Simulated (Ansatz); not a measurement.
# A hypothetical structure for MnBe4Fe, part 2 of 2

Starting from a made-up structure for MnBe4Fe, the aim is the relaxed cell, its shortest contacts and, where a second run follows, its electronic structure.

Ansatz 0.2.0; DFT, PBEsol, plane-wave PAW, files of the set soft_1, scalar-relativistic, ferromagnetic start, cell and ions relaxed at zero pressure; PAW set soft_1 (the session's first sound run).

So far: The structure; Relaxing cell and atoms. The relaxed cell has a = 5.847 Å (conventional setting).

## Step 3: Electronic structure of the relaxed cell

With the geometry fixed, one more self-consistent run, with a narrower smearing and the mesh shown in its input, gives the bands, and its pressure, and its forces where symmetry allows any, show how far the geometry depends on these settings.

This step: DFT, PBEsol, plane-wave PAW, files of the set soft_1, scalar-relativistic, ferromagnetic start, bands and density of states at the relaxed cell; PAW set soft_1 (Ansatz 0.2.0).

File input.yaml:

```yaml
crystal:
  lattice:
    - [0.0, 2.9233424896, 2.9233424896]
    - [2.9233424896, 0.0, 2.9233424896]
    - [2.9233424896, 2.9233424896, 0.0]
  atoms:
    - { symbol: Fe, position: [0.25, 0.25, 0.25], spin: 1.2 }
    - { symbol: Mn, position: [0.0, 0.0, 0.0], spin: 1.9 }
    - { symbol: Be, position: [0.12540478, 0.6248650733, 0.6248650733] }
    - { symbol: Be, position: [0.6248650733, 0.6248650733, 0.6248650733] }
    - { symbol: Be, position: [0.6248650733, 0.6248650733, 0.12540478] }
    - { symbol: Be, position: [0.6248650733, 0.12540478, 0.6248650733] }
magnetization:
  spin_polarized: true
kpoints:
  mp_grid: { grid: [10, 10, 10] }
  band_path:
    path:
      - [[0.0, 0.0, 0.0], [0.5, 0.0, 0.5], [0.5, 0.25, 0.75], [0.375, 0.375, 0.75], [0.0, 0.0, 0.0], [0.5, 0.5, 0.5], [0.625, 0.25, 0.625], [0.5, 0.25, 0.75], [0.5, 0.5, 0.5], [0.375, 0.375, 0.75]]
      - [[0.625, 0.25, 0.625], [0.5, 0.0, 0.5]]
    npoints: 8
scf:
  occupations: { method: fermi_dirac, width: 0.03 }
  n_extra_bands: 12
hamiltonian:
  xc: pbesol
  pseudopotentials: { kind: paw, azcp: { folder: soft_1 }, xc_functional: pbe }
output:
  forces: true
  stress: true
  write_bands: true
  dos: { projected: true }
  write_density: true
  write_potential: true
  elf: true
  volumetric_format: npy
```

Run with:

```bash
$ ansatz run input.yaml --threads 4 --pin off --max-ram 10240MiB --backend cpu --events-out ev --progress --plain --runs-dir out
```

Numbers of over 12 decimals in the logs are rounded to 6 here.

Log:

```text
[...]
Crystal: 6 atoms, lattice volume = 49.965 Å³
Basis set: ecut = 420 eV, 941 PW (Γ), exchange–correlation on 60×60×60 points (8 copies of the dense FFT grid, shifted against one another)
Bands: 32, of which v1, the nominal top of the filled ones, is band 20 counted from 1 (19 counted from 0)
Symmetry: 24 space group operations
[...]
k-points: 47 of 1000 (time reversal used)
[...]
Starting moments: Σ|m| = 3.1 μB on 2 of 6 sites
[...]
SCF iter   1: F=—  HF=-8684.471993 eV  |F-HF|=—  |Δ(HF+E_count)|=         —  Δρ=1.28e-1 (↑1.28e-1 ↓5.76e-2)  dr2=1.66e1  dr2_m=9.30e-1  M=1.788 μB ∫|m|=1.935 μB  β_m=0.30  ethr=3.10e-3  ⟨swp⟩=6.0  Hψ=13913  notcnv=0  defer=5
[...]
SCF iter  15: F=-8680.615736 eV  HF=-8680.615736 eV  |F-HF|=8.80e-10  |Δ(HF+E_count)|=   3.06e-9  Δρ=6.49e-7 (↑6.49e-7 ↓4.81e-7)  dr2=8.09e-10  dr2_m=4.70e-12  M=2.942 μB ∫|m|=3.500 μB  ethr=1.00e-10  ⟨swp⟩=10.3  Hψ=18262  notcnv=0
SCF 1 converged in 15 iterations: F = -8680.615736 eV  dr2 = 8.09e-10
[...]
NSCF: frozen V_eff on 82 k-points
SCF converged after 15 iterations
Magnetization: 2.9421 μB (20.9711 up, 18.0289 down)
Absolute magnetization: 3.5000 μB (∫|ρ↑−ρ↓|, with the PAW one-centre terms)
[...]
Per-site moments (μB) at R_I (Å): [(1.198620, 0.999764), (1.913806, 0.999960), (-0.037395, 0.851765), (-0.037395, 0.851765), (-0.037395, 0.851765), (-0.037395, 0.851765)]
Free energy (F): -8680.615736 eV
[...]
Internal energy: -8680.608703 eV  (E = F + TS)
E sigma→0 (E₀):  -8680.612219 eV
Entropy (-TS):   -0.007033 eV (-1.172 meV/atom)
Fermi energy:    13.059943 eV
[...]
--- Forces (eV/Å), atoms counted from 1 ---
  atom   1  Fe     0.00000000     0.00000000     0.00000000
  atom   2  Mn     0.00000000    -0.00000000     0.00000000
  atom   3  Be    -0.00096706     0.00096706     0.00096706
  atom   4  Be    -0.00096706    -0.00096706    -0.00096706
  atom   5  Be     0.00096706     0.00096706    -0.00096706
  atom   6  Be     0.00096706    -0.00096706     0.00096706
  max |Σ_I F_I| component: 2.82e-18 eV/Å
--- Stress (GPa, compression-positive) ---
       -0.009459       0.000000      -0.000000
        0.000000      -0.009459       0.000000
       -0.000000       0.000000      -0.009459
  P = ⅓ Tr σ = -0.0095 GPa (-0.095 kbar)
--- Band table (eV; the first three rows and the last of 94) ---
  k-point 0 ↑: bands = [... 16 lower, 10.3922, 10.3922, 12.4686, 12.4686, 15.7701, 15.7701, 15.7701, 18.4287, ... 8 higher]
  k-point 1 ↑: bands = [... 16 lower, 10.4247, 10.7993, 12.4651, 12.4651, 15.1000, 15.6504, 15.6504, 18.2821, ... 8 higher]
  k-point 2 ↑: bands = [... 16 lower, 10.5082, 11.3371, 12.4524, 12.4524, 13.9801, 15.2564, 15.2564, 17.6657, ... 8 higher]
  k-point 46 ↓: bands = [... 16 lower, 12.1865, 12.6868, 13.2299, 13.6231, 13.7096, 13.9211, 15.3683, 15.7252, ... 8 higher]
```

It took 6 s on 4 threads of INTEL XEON PLATINUM 8581C at 2.10GHz (Emerald Rapids), shared host; peak memory 0.57 GiB.

The column dr2 measures how far the density is from self-consistency, as an energy; F and HF (Harris–Foulkes) agree once it is small.

Numbers from this step:

- free energy: -8680.6157 eV
- energy at zero smearing: -8680.6122 eV
- smearing term TS: 0.007033 eV
- Fermi energy: 13.06 eV
- magnetization: 2.942 μB
- absolute magnetization: 3.500 μB
- site moments: 1.199, 1.914, -0.03739, -0.03739, -0.03739, -0.03739 μB
- pressure: -0.009459 GPa

bands.tsv at the labelled points (eV, zero at the Fermi level; the bands that come nearest the Fermi level along the path):

```tsv
point	band_18_up	band_19_up	band_20_up	band_21_up	band_22_up	band_17_dn	band_18_dn	band_19_dn
Γ	-0.59	-0.59	2.71	2.71	2.71	-1.74	1.33	1.33
X	-0.98	-0.77	-0.66	-0.66	0.73	-0.23	0.35	0.64
W	-1.03	-0.91	-0.88	-0.86	1.72	-0.40	0.16	0.64
K	-1.11	-1.01	-0.67	-0.53	0.85	-0.45	0.25	0.34
Γ	-0.59	-0.59	2.71	2.71	2.71	-1.74	1.33	1.33
L	-0.77	-0.77	0.15	0.84	0.84	-1.34	0.70	0.70
U	-1.11	-1.01	-0.67	-0.53	0.85	-0.45	0.25	0.34
W	-1.03	-0.91	-0.88	-0.86	1.72	-0.40	0.16	0.64
L	-0.77	-0.77	0.15	0.84	0.84	-1.34	0.70	0.70
K	-1.11	-1.01	-0.67	-0.53	0.85	-0.45	0.25	0.34
U	-1.11	-1.01	-0.67	-0.53	0.85	-0.45	0.25	0.34
X	-0.98	-0.77	-0.66	-0.66	0.73	-0.23	0.35	0.64
```

## Step 4: Summary of results

| Property | Result |
| --- | --- |
| space group, relaxed | F-43m |
| conventional cell | a = 5.847, b = 5.847, c = 5.847 Å; α = 90.0°, β = 90.0°, γ = 90.0° |
| volume per atom | 8.33 Å³ (guess 8.84) |
| total moment | 2.93 μB in the cell of 6 atoms |

**Reading.** MnBe4Fe relaxes to F-43m with a = 5.847, b = 5.847 and c = 5.847 Å. The guessed volume was 6 % too large. The space group F-43m was held in the relaxation, so the end point is a stationary structure within it and may be a saddle against distortions or other arrangements. The input starts from parallel moments, and no other start was typed. Bands cross the Fermi level, so it is a metal or semimetal at this level. On the 10×10×10 mesh with the narrower smearing (relaxed on 8×8×8) the largest force component is 0.001 eV/Å and the largest stress component is 0.009 GPa, within the relaxation's thresholds of 0.015 eV/Å and 0.05 GPa. The cutoff wasn't tested. No dispersion term is used, so weakly bound directions may come out too long. Nothing here tests whether the compound is stable against decomposition.

[Logs are printed without paths, hosts, clocks, repeated set-up lines and the standing remarks that a program may print on its own settings, such as how far it seeks lower states.]

[Hosts, paths, dates, database ids (printed as entryN), source tags and the programs' standing remarks are cut or masked in the printed files.]
